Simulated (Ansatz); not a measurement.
# C on Ag(111): change of the work function, part 3 of 4

Wanted: Δφ(θ) for C/Ag(111), starting from the fcc site.

Ansatz 0.2.0; plane-wave DFT, PBE, Ansatz PAW.

So far, work function, upper face (eV): step 2 (the clean slab) 4.47; step 3 (37 atoms, coverage 0.111 ML, cell 3x3) 4.87.

## (4) The covered slab, k-mesh 6×6×1, coverage 0.25 ML

System of this step: Ag16C (C/Ag(111)). The cell holds 17 atoms: 16 Ag and 1 C. Cell: a = 5.784 Å, b = 5.784 Å, c = 26.708 Å, α = 90.0°, β = 90.0°, γ = 60.0°. Vacuum lies along c.

Another coverage, to see how the dipoles act on each other as their distance changes.

input.yaml reads:

```yaml
crystal:
  lattice:
    - [5.7841334702, 1.0e-10, 0.0]
    - [2.892066735, 5.0092065241, 0.0]
    - [0.0, 0.0, 26.7083434025]
  atoms:
    - { symbol: Ag, position: [0.0, 0.0, 0.3369733519] }
    - { symbol: Ag, position: [0.1666666667, 0.1666666667, 0.4253862709] }
    - { symbol: Ag, position: [0.3333333333, 0.3333333333, 0.5148220099] }
    - { symbol: Ag, position: [0.0, 0.0, 0.6051008489] }
    - { symbol: Ag, position: [0.0, 0.5, 0.3369733519] }
    - { symbol: Ag, position: [0.1666666667, 0.6666666667, 0.4253862709] }
    - { symbol: Ag, position: [0.3333333333, 0.8333333333, 0.5148220099] }
    - { symbol: Ag, position: [0.0, 0.5, 0.6051008489] }
    - { symbol: Ag, position: [0.5, 0.0, 0.3369733519] }
    - { symbol: Ag, position: [0.6666666667, 0.1666666667, 0.4253862709] }
    - { symbol: Ag, position: [0.8333333333, 0.3333333333, 0.5148220099] }
    - { symbol: Ag, position: [0.5, 0.0, 0.6051008489] }
    - { symbol: Ag, position: [0.5, 0.5, 0.3369733519] }
    - { symbol: Ag, position: [0.6666666667, 0.6666666667, 0.4253862709] }
    - { symbol: Ag, position: [0.8333333333, 0.8333333333, 0.5148220099] }
    - { symbol: Ag, position: [0.5, 0.5, 0.6051008489] }
    - { symbol: C, position: [0.1666666667, 0.1666666667, 0.6630266481] }
kpoints:
  mp_grid: { grid: [6, 6, 1] }
hamiltonian:
  xc: pbe
scf:
  occupations: { method: fermi_dirac, width: 0.1 }
  convergence: { dr2_threshold: 1.0e-08 }
efield:
  axis: 3
  dipole_correction: true
  ramp_position: 0.97
  ramp_width: 0.06
relax:
  f_tol: 0.02
  max_steps: 60
  constraints: [{ sites: [0, 1, 4, 5, 8, 9, 12, 13] }]
output:
  dos: { projected: true, e_range: [-8, 4] }
  write_potential: true
  write_density: true
  volumetric_format: npy
  elf: true
```

Run with:

```console
> ansatz run input.yaml --threads 4 --pin off --max-ram 16384MiB --backend cpu --events-out ev --progress --plain --runs-dir out
```

Numbers of over 12 decimals in the logs are rounded to 6 here.

The program printed:

```text
[...]
Crystal: 17 atoms, lattice volume = 773.845 Å³
Basis set: ecut = 420 eV, 15221 PW (Γ), exchange–correlation on 80×80×360 points (8 copies of the dense FFT grid, shifted against one another)
Bands: 185, of which v1, the nominal top of the filled ones, is band 154 counted from 1 (153 counted from 0)
Symmetry: 6 space group operations
[...]
k-points: 7 of 36 (time reversal used)
[...]
SCF iter   1: F=—  HF=-121692.193591 eV  |F-HF|=—  |Δ(HF+E_count)|=         —  Δρ=1.62e-3  dr2=8.56e-2  ethr=1.77e-3  p=-0.186 e·Å  D=-4.34e-2 V/Å  ΔV_dip=1.16 eV  dr2_dipole=3.36e-2  V_vac-E_F(+/−)=5.58/4.42 eV  ⟨swp⟩=6.4  Hψ=5077  notcnv=0  defer=93
[...]
SCF iter   9: F=-121692.216556 eV  HF=-121692.216556 eV  |F-HF|=1.62e-8  |Δ(HF+E_count)|=   7.78e-8  Δρ=7.20e-7  dr2=4.84e-9  ethr=3.25e-12  p=-0.197 e·Å  D=-4.61e-2 V/Å  ΔV_dip=1.23 eV  dr2_dipole=4.75e-10  V_vac-E_F(+/−)=5.75/4.52 eV  ⟨swp⟩=17.4  Hψ=10062  notcnv=0
SCF 1 converged in 9 iterations: F = -121692.216556 eV  dr2 = 4.84e-9
[...]
relax step   1: F+E_penalty+E_count = -121692.21655585 eV  Δ(F+E_penalty+E_count) = +0.000e0 eV  max|allowed force component| = 2.152e0 eV/Å  Δτ_max = 0.0000 Å  (9 SCF iters, accepted)
[...]
SCF iter   1: F=—  HF=-121692.642438 eV  |F-HF|=—  |Δ(HF+E_count)|=         —  Δρ=6.46e-3  dr2=8.19e-1  ethr=2.24e-4  p=-0.197 e·Å  D=-4.61e-2 V/Å  ΔV_dip=1.23 eV  dr2_dipole=1.48e-1  V_vac-E_F(+/−)=5.78/4.55 eV  ⟨swp⟩=1.0  Hψ=4143  notcnv=0  defer=119
[...]
eigensolver tolerance schedule calibrated: the retry pair's looser diagonalisation under-reported the residual by θ = 0.16 (0.14/decade); ethr = c·dr2/N_el runs at the constant in force after the calibration composes with the one it found (an armed cap, an earlier calibration), c = 5.3e-2
[...]
SCF iter   2: F=—  HF=-121692.589688 eV  |F-HF|=—  |Δ(HF+E_count)|=   5.28e-2  Δρ=2.67e-3  dr2=5.98e-2  ethr=1.41e-4  p=-0.180 e·Å  D=-4.20e-2 V/Å  ΔV_dip=1.12 eV  dr2_dipole=1.69e-3  V_vac-E_F(+/−)=5.63/4.51 eV  ⟨swp⟩=2.1  Hψ=1888  notcnv=0  defer=119
[...]
SCF iter  10: F=-121692.577920 eV  HF=-121692.577920 eV  |F-HF|=1.22e-8  |Δ(HF+E_count)|=   5.08e-8  Δρ=4.91e-7  dr2=3.28e-9  ethr=1.72e-12  p=-0.175 e·Å  D=-4.09e-2 V/Å  ΔV_dip=1.09 eV  dr2_dipole=1.21e-11  V_vac-E_F(+/−)=5.60/4.51 eV  ⟨swp⟩=14.0  Hψ=8576  notcnv=0
SCF 2 converged in 10 iterations: F = -121692.577920 eV  dr2 = 3.28e-9
relax step   2: F+E_penalty+E_count = -121692.57791992 eV  Δ(F+E_penalty+E_count) = -3.614e-1 eV  max|allowed force component| = 1.352e0 eV/Å  Δτ_max = 0.1948 Å  (10 SCF iters, accepted)
SCF iter   1: F=—  HF=-121692.742583 eV  |F-HF|=—  |Δ(HF+E_count)|=         —  Δρ=4.41e-3  dr2=2.10e-1  ethr=1.73e-3  p=-0.175 e·Å  D=-4.09e-2 V/Å  ΔV_dip=1.09 eV  dr2_dipole=4.96e-3  V_vac-E_F(+/−)=5.61/4.52 eV  ⟨swp⟩=3.9  Hψ=2583  notcnv=0  defer=111
[...]
SCF iter  10: F=-121692.706749 eV  HF=-121692.706749 eV  |F-HF|=7.70e-9  |Δ(HF+E_count)|=   4.35e-8  Δρ=4.52e-7  dr2=1.83e-9  ethr=3.25e-12  p=-0.154 e·Å  D=-3.60e-2 V/Å  ΔV_dip=0.96 eV  dr2_dipole=6.26e-14  V_vac-E_F(+/−)=5.46/4.50 eV  ⟨swp⟩=14.0  Hψ=8779  notcnv=0
SCF 3 converged in 10 iterations: F = -121692.706749 eV  dr2 = 1.83e-9
[...]
relax step   3: F+E_penalty+E_count = -121692.70674913 eV  Δ(F+E_penalty+E_count) = -1.288e-1 eV  max|allowed force component| = 4.526e-1 eV/Å  Δτ_max = 0.1686 Å  (10 SCF iters, accepted)
[...]
relax step   4: F+E_penalty+E_count = -121692.72193385 eV  Δ(F+E_penalty+E_count) = -1.518e-2 eV  max|allowed force component| = 3.843e-2 eV/Å  Δτ_max = 0.0519 Å  (9 SCF iters, accepted)
SCF iter   1: F=—  HF=-121692.722344 eV  |F-HF|=—  |Δ(HF+E_count)|=         —  Δρ=3.69e-4  dr2=8.20e-4  ethr=9.97e-6  p=-0.144 e·Å  D=-3.37e-2 V/Å  ΔV_dip=0.90 eV  dr2_dipole=1.87e-5  V_vac-E_F(+/−)=5.39/4.49 eV  ⟨swp⟩=2.6  Hψ=2276  notcnv=0  defer=126
[...]
SCF iter   7: F=-121692.722333 eV  HF=-121692.722333 eV  |F-HF|=4.40e-8  |Δ(HF+E_count)|=   1.63e-7  Δρ=7.66e-7  dr2=2.74e-9  ethr=3.25e-12  p=-0.144 e·Å  D=-3.36e-2 V/Å  ΔV_dip=0.90 eV  dr2_dipole=8.87e-12  V_vac-E_F(+/−)=5.39/4.49 eV  ⟨swp⟩=10.7  Hψ=8930  notcnv=0
SCF 5 converged in 7 iterations: F = -121692.722333 eV  dr2 = 2.74e-9
relax step   5: F+E_penalty+E_count = -121692.72233265 eV  Δ(F+E_penalty+E_count) = -3.988e-4 eV  max|allowed force component| = 1.486e-2 eV/Å  Δτ_max = 0.0109 Å  (7 SCF iters, accepted)
[...]
WARN: The input density's exchange-correlation potential varies sharply where the density is thin. Do not read a vacuum level from v_tot or v_xc, or from such a field of the output density. On a cell that repeats whose density bears no net charge and no dipole along the vacuum's axis use v_es (v_loc + v_h of the components); under efield.dipole_correction with no amplitude use v_es + v_field, which holds any external [...]
SCF converged after 7 iterations
Free energy (F): -121692.722333 eV
[...]
Internal energy: -121692.499424 eV  (E = F + TS)
E sigma→0 (E₀):  -121692.610878 eV
Entropy (-TS):   -0.222909 eV (-13.112 meV/atom)
Fermi energy:    3.065804 eV
Dipole field:    D = -0.033646 V/Å  (p = -0.143888 e·Å, saw-weighted, corrected)
Work function:   Φ+ = 5.3906 eV   Φ− = 4.4920 eV
[...]
--- Forces (eV/Å), atoms counted from 1 ---
  atom   1  Ag     0.04200393     0.02425098    -0.13789429
  atom   2  Ag     0.00000000    -0.00000000     0.11590000
  atom   3  Ag     0.00599939     0.00346375    -0.00743064
  atom   4  Ag     0.00652492     0.00376716     0.00870818
  atom   5  Ag     0.00000000    -0.04850196    -0.13789429
  atom   6  Ag    -0.00561891     0.00324408     0.16328370
  atom   7  Ag     0.00000000    -0.00692750    -0.00743064
  atom   8  Ag     0.00000000    -0.00753433     0.00870818
  atom   9  Ag    -0.04200393     0.02425098    -0.13789429
  atom  10  Ag     0.00000000    -0.00648815     0.16328370
  atom  11  Ag    -0.00599939     0.00346375    -0.00743064
  atom  12  Ag    -0.00652492     0.00376716     0.00870818
  atom  13  Ag     0.00000000    -0.00000000    -0.18919248
  atom  14  Ag     0.00561891     0.00324408     0.16328370
  atom  15  Ag    -0.00000000     0.00000000    -0.01486193
  atom  16  Ag     0.00000000    -0.00000000     0.00129777
  atom  17  C     -0.00000000     0.00000000     0.00682957
  max |Σ_I F_I| component: 2.62e-5 eV/Å
--- Band table (eV; the first three rows and the last of 7) ---
  k-point 0: bands = [... 150 lower, 2.7103, 2.7103, 3.3334, 3.3334, 3.4161, 4.0363, 4.0363, 4.1763, ... 27 higher]
  k-point 1: bands = [... 150 lower, 2.5450, 2.5552, 2.8605, 3.1305, 3.1606, 3.3353, 3.9881, 4.0824, ... 27 higher]
  k-point 2: bands = [... 150 lower, 2.1675, 2.3631, 2.6745, 2.9657, 3.1209, 3.3352, 3.9556, 4.0449, ... 27 higher]
  k-point 6: bands = [... 150 lower, 1.0529, 1.7582, 1.8546, 2.5647, 3.1348, 3.7281, 4.3745, 5.0746, ... 27 higher]
--- Relaxed structure (5 steps of the walk, 5 accepted, 0 SCFs on fresh bases) ---
  F+E_penalty+E_count = -121692.72233265 eV   max|allowed force component| = 1.486e-2 eV/Å
  atoms:
[...]
- { symbol: Ag, position: [0.166667, 0.166667, 0.425386] }
    - { symbol: Ag, position: [0.333591, 0.333591, 0.515100] }
    - { symbol: Ag, position: [-0.00505133, -0.00505133, 0.605535] }
    - { symbol: Ag, position: [-2.7755575615628914e-17, 0.500000, 0.336973] }
    - { symbol: Ag, position: [0.166667, 0.666667, 0.425386] }
    - { symbol: Ag, position: [0.333591, 0.832819, 0.515100] }
    - { symbol: Ag, position: [-0.00505133, 0.510103, 0.605535] }
    - { symbol: Ag, position: [0.5, -1.7959490104895715e-17, 0.336973] }
    - { symbol: Ag, position: [0.666667, 0.166667, 0.425386] }
    - { symbol: Ag, position: [0.832819, 0.333591, 0.515100] }
    - { symbol: Ag, position: [0.510103, -0.00505133, 0.605535] }
    - { symbol: Ag, position: [0.500000, 0.500000, 0.336973] }
    - { symbol: Ag, position: [0.666667, 0.666667, 0.425386] }
    - { symbol: Ag, position: [0.833333, 0.833333, 0.515699] }
    - { symbol: Ag, position: [0.500000, 0.500000, 0.606938] }
    - { symbol: C, position: [0.166667, 0.166667, 0.647071] }
```

Wall time 2.2 min (4 threads of Arm Neoverse V2, shared host); peak memory 3.3 GiB.

Step by step:

| step | energy less that of the first step (eV) | largest force component (eV/Å) |
| --- | --- | --- |
| 1 | 0.0000 | 2.1522 |
| 2 | -0.3614 | 1.3517 |
| 3 | -0.4902 | 0.4526 |
| 4 | -0.5054 | 0.0384 |
| 5 | -0.5058 | 0.0149 |

The run keeps the 6 symmetry operations that it works with, so distortions that break them were not tested.

The atoms that moved most (Å):

| atom | dx | dy | dz | length |
| --- | --- | --- | --- | --- |
| C17 | 0.000 | 0.000 | -0.426 | 0.426 |
| Ag4 | -0.044 | -0.025 | 0.012 | 0.052 |
| Ag8 | 0.000 | 0.051 | 0.012 | 0.052 |
| Ag12 | 0.044 | -0.025 | 0.012 | 0.052 |
| Ag16 | 0.000 | 0.000 | 0.049 | 0.049 |
| Ag15 | 0.000 | 0.000 | 0.023 | 0.023 |
| Ag7 | 0.000 | -0.003 | 0.007 | 0.008 |
| Ag11 | -0.002 | 0.001 | 0.007 | 0.008 |

The relaxed structure:

```cif
data_structure
_symmetry_space_group_name_H-M 'P 1'
_symmetry_Int_Tables_number 1
_cell_length_a 5.7841
_cell_length_b 5.7841
_cell_length_c 26.7083
_cell_angle_alpha 90.000
_cell_angle_beta 90.000
_cell_angle_gamma 60.000
_cell_volume 773.85
loop_
_atom_site_label
_atom_site_type_symbol
_atom_site_fract_x
_atom_site_fract_y
_atom_site_fract_z
_atom_site_occupancy
Ag1 Ag 0.00000 0.00000 0.33697 1
Ag2 Ag 0.16667 0.16667 0.42539 1
Ag3 Ag 0.33359 0.33359 0.51510 1
Ag4 Ag 0.99495 0.99495 0.60553 1
Ag5 Ag 0.00000 0.50000 0.33697 1
Ag6 Ag 0.16667 0.66667 0.42539 1
Ag7 Ag 0.33359 0.83282 0.51510 1
Ag8 Ag 0.99495 0.51010 0.60553 1
Ag9 Ag 0.50000 0.00000 0.33697 1
Ag10 Ag 0.66667 0.16667 0.42539 1
Ag11 Ag 0.83282 0.33359 0.51510 1
Ag12 Ag 0.51010 0.99495 0.60553 1
Ag13 Ag 0.50000 0.50000 0.33697 1
Ag14 Ag 0.66667 0.66667 0.42539 1
Ag15 Ag 0.83333 0.83333 0.51570 1
Ag16 Ag 0.50000 0.50000 0.60694 1
C17 C 0.16667 0.16667 0.64707 1
```

This step gave:

| Quantity | Value |
| --- | --- |
| energy at zero smearing | -121692.6109 eV |
| work function, upper face | 5.391 eV |
| work function, lower face | 4.492 eV |
| dipole along the normal | -0.1439 e·Å |
| step between the vacuum levels | 0.8986 eV |

The density of states has structure finer than the step of the table below, so its rows give means over 0.25 eV, whole bins alone (the curve runs from -8 to 1.98 eV). Peaks (eV: height): -5.200: 73.6, -5.080: 68.5, -4.540: 64.5, -4.330: 74.8, -4.000: 65.7, -3.610: 73.8, -3.070: 78.8.

The density of states by energy, zero at the Fermi level; means over each step:

| energy (eV) | density of states (states/eV a cell) |
| --- | --- |
| -7.50 | 0 |
| -7.25 | 0.502 |
| -7.00 | 1.19 |
| -6.75 | 1.54 |
| -6.50 | 2.83 |
| -6.25 | 11.5 |
| -6.00 | 31.9 |
| -5.75 | 51.5 |
| -5.50 | 42.3 |
| -5.25 | 49.4 |
| -5.00 | 39.7 |
| -4.75 | 46.1 |
| -4.50 | 58.7 |
| -4.25 | 48.9 |
| -4.00 | 45.2 |
| -3.75 | 47.8 |
| -3.50 | 58.4 |
| -3.25 | 47.3 |
| -3.00 | 54.1 |
| -2.75 | 7.95 |
| -2.50 | 5.62 |
| -2.25 | 3.12 |
| -2.00 | 2.56 |
| -1.75 | 6.09 |
| -1.50 | 3.10 |
| -1.25 | 7.42 |
| -1.00 | 5.48 |
| -0.75 | 4.71 |
| -0.50 | 5.26 |
| -0.25 | 6.50 |
| 0.00 | 6.55 |
| 0.25 | 6.78 |
| 0.50 | 3.09 |
| 0.75 | 2.81 |
| 1.00 | 7.70 |
| 1.25 | 6.32 |
| 1.50 | 5.40 |
| 1.75 | 5.77 |

Projected DOS per atom over height of the atomic layer and energy from the Fermi level. Layers: Ag4 Ag4 Ag4 Ag4 C from below.

Ten even steps from '_' (0.00 states/eV) to '@' (4.03 states/eV), each cell a mean:
```
________..
________..
________..
________::
________--
________--
________::
________..
__________
__________
------..__
@@%%%%##__
@@**%%%%__
@@****##__
%%@@%%%%__
++++****..
**%%**##..
::##**++..
______....
__________
__________
__________
```
Columns: height of the atomic layer (Å) from 9 to 17.3 (not evenly spaced); rows upwards: energy from the Fermi level (eV) from -7.96 to 1.95.

Valence density in the ca plane at fractional y = 0.167, with atoms of Ag and C within 0.2 Å of it. It is the smooth field of the valence electrons, not physical close to the nuclei.

Values in e/Å³, 8 rows by 16 columns, each cell a mean:
```
 1  0  0  0  0  1  0  1  0  0  0  0  0  0  0  0
 0  0  2  1  0  0  0  0  0  0  0  0  0  0  0  0
 0  0 10  6  0  0  0  0  0  0  0  0  0  0  0  0
 0  0  3  2  0  0  0  0  0  0  0  0  0  0  0  0
 1  0  0  0  0  1  0  1  0  0  0  0  0  0  0  0
 0  0  2  1  0  0  0  0  1  0  0  0  0  0  0  0
 0  0 10  6  0  0  0  0  1  1  0  0  0  0  0  0
 0  0  3  2  0  0  0  0  1  0  0  0  0  0  0  0
```
Columns run along c (16.0 Å, from fractional 0.33 to 0.93 of the cell), rows up along a (5.8 Å). Atoms in or near the plane, at fractional coordinates: Ag at (0.43, 0.17), Ag at (0.43, 0.67), C at (0.65, 0.17).

ELF in the ca plane at fractional y = 0.167, with atoms of Ag and C within 0.2 Å of it. It is the smooth field of the valence electrons, not physical close to the nuclei.

Ten even steps from '0' (0.00) to '9' (0.84), each cell a mean:
```
34321112222123432122332344321000000000000000
34321112222223432122332222100000000000000000
22221234422122321122222211000000000000000000
22222357752222211122222210000000000000000000
22222379863222211112222210000000000000000000
22222368853222211112222210000000000000000000
22221245532222221122222211000000000000000000
33321122222123332122332211100000000000000000
34321111122223432123332233210000000000000000
33321122222123332122323467531000000000000000
22221245542222221111236899863100000000000000
22222368853222211111257569974100000000000000
22222479863222211111256239984100000000000000
22221357652222211111247889974100000000000000
22221234322122221112224788752000000000000000
```
Columns run along c (16.0 Å, from fractional 0.33 to 0.93 of the cell), rows up along a (5.8 Å). Atoms in or near the plane, at fractional coordinates: Ag at (0.43, 0.17), Ag at (0.43, 0.67), C at (0.65, 0.17).

Electrostatic potential energy in the ca plane at fractional y = 0.167, with atoms of Ag and C within 0.2 Å of it. With pseudopotentials it is smooth inside the atoms' cores, unlike the true potential.

Ten even steps from '0' (-30 eV) to '9' (8 eV), each cell a mean:
```
54578988889875457886446899999999999999999999
54578988889875457886446899999999999999999999
76788864468887678987667899999999999999999999
88888610026888889998888999999999999999999999
99998400015899999999999999999999999999999999
88898500016898899999889999999999999999999999
87888731247888788998778999999999999999999999
65688876788875568887557899999999999999999999
43578988889874357886446899999999999999999999
65688876788875568887667889999999999999999999
87888731247887788998876557999999999999999999
98998500016898889999873003899999999999999999
99998400015899999999872002899999999999999999
88888610026888889998875116999999999999999999
76788864468887678988777789999999999999999999
```
Columns run along c (16.0 Å, from fractional 0.33 to 0.93 of the cell; values clipped at the 3rd and 97th percentile), rows up along a (5.8 Å). Atoms in or near the plane, at fractional coordinates: Ag at (0.43, 0.17), Ag at (0.43, 0.67), C at (0.65, 0.17).

The relaxation took 5 steps and lowered the energy by 0.51 eV; the largest force on the free atoms ends at 0.015 eV/Å.

By hand: a sheet of dipoles makes a step −p/(ε₀A) in the electron's potential. With e/ε₀ = 180.95 V·Å, p = -0.1439 e·Å and A = 28.97 Å², that is −180.95 × (-0.1439) / 28.97 = +0.899 eV, and the two vacuum levels of the run differ by +0.899 eV.

The covered face has 5.39 eV, +0.92 eV against the clean one; the bare back face has moved by +0.04 eV, a measure of how thin the slab is.

## (5) Adsorbate added, k-mesh 6×6×1, coverage 0.5 ML

System of this step: Ag8C (C/Ag(111)). The cell holds 18 atoms: 16 Ag and 2 C. Cell: a = 5.784 Å, b = 5.784 Å, c = 26.708 Å, α = 90.0°, β = 90.0°, γ = 60.0°. Vacuum lies along c.

Another coverage, to see how the dipoles act on each other as their distance changes.

input.yaml: that of step 4 with these lines changed.

```diff
@@ -23,2 +23,3 @@
     - { symbol: C, position: [0.1666666667, 0.1666666667, 0.6630266481] }
+    - { symbol: C, position: [0.6666666667, 0.1666666667, 0.6630266481] }
 kpoints:
```

The program printed:

```text
[...]
Crystal: 18 atoms, lattice volume = 773.845 Å³
Basis set: ecut = 420 eV, 15221 PW (Γ), exchange–correlation on 80×80×360 points (8 copies of the dense FFT grid, shifted against one another)
Bands: 188, of which v1, the nominal top of the filled ones, is band 156 counted from 1 (155 counted from 0)
Symmetry: 4 space group operations
[...]
- { symbol: Ag, position: [0.500000, 0.5, 0.3369733519] }
    - { symbol: Ag, position: [0.666667, 0.666667, 0.425386] }
    - { symbol: Ag, position: [0.833568, 0.832865, 0.515543] }
    - { symbol: Ag, position: [0.496007, 0.507987, 0.606106] }
    - { symbol: C, position: [0.162522, 0.174956, 0.651203] }
    - { symbol: C, position: [0.662522, 0.174956, 0.651203] }
[key lines of the parts left out:]
SCF converged after 8 iterations
Free energy (F): -121938.615840 eV
Fermi energy:    3.021651 eV
Dipole field:    D = -0.052682 V/Å  (p = -0.225298 e·Å, saw-weighted, corrected)
Work function:   Φ+ = 5.9342 eV   Φ− = 4.5272 eV
```

Run time: 4.4 min. Hardware: 4 threads; peak memory 3.8 GiB; 17 min of CPU time.

[end of part 3 of 4]

[Logs are printed without paths, hosts, clocks, repeated set-up lines and the standing remarks that a program may print on its own settings, such as how far it seeks lower states.]

[Hosts, paths, dates, database ids (printed as entryN), source tags and the programs' standing remarks are cut or masked in the printed files.]

[Maps of the electrostatic potential energy from Ansatz leave out the sawtooth potential of an applied field or a dipole correction, so their vacuum need not be flat; planar profiles and work functions include it.]

[The density of states shown here was stored with 400 of the rows of the run's finer table, so its peaks can read low, often by over a quarter, or be missed, and its means over a window can be off by a tenth or more.]
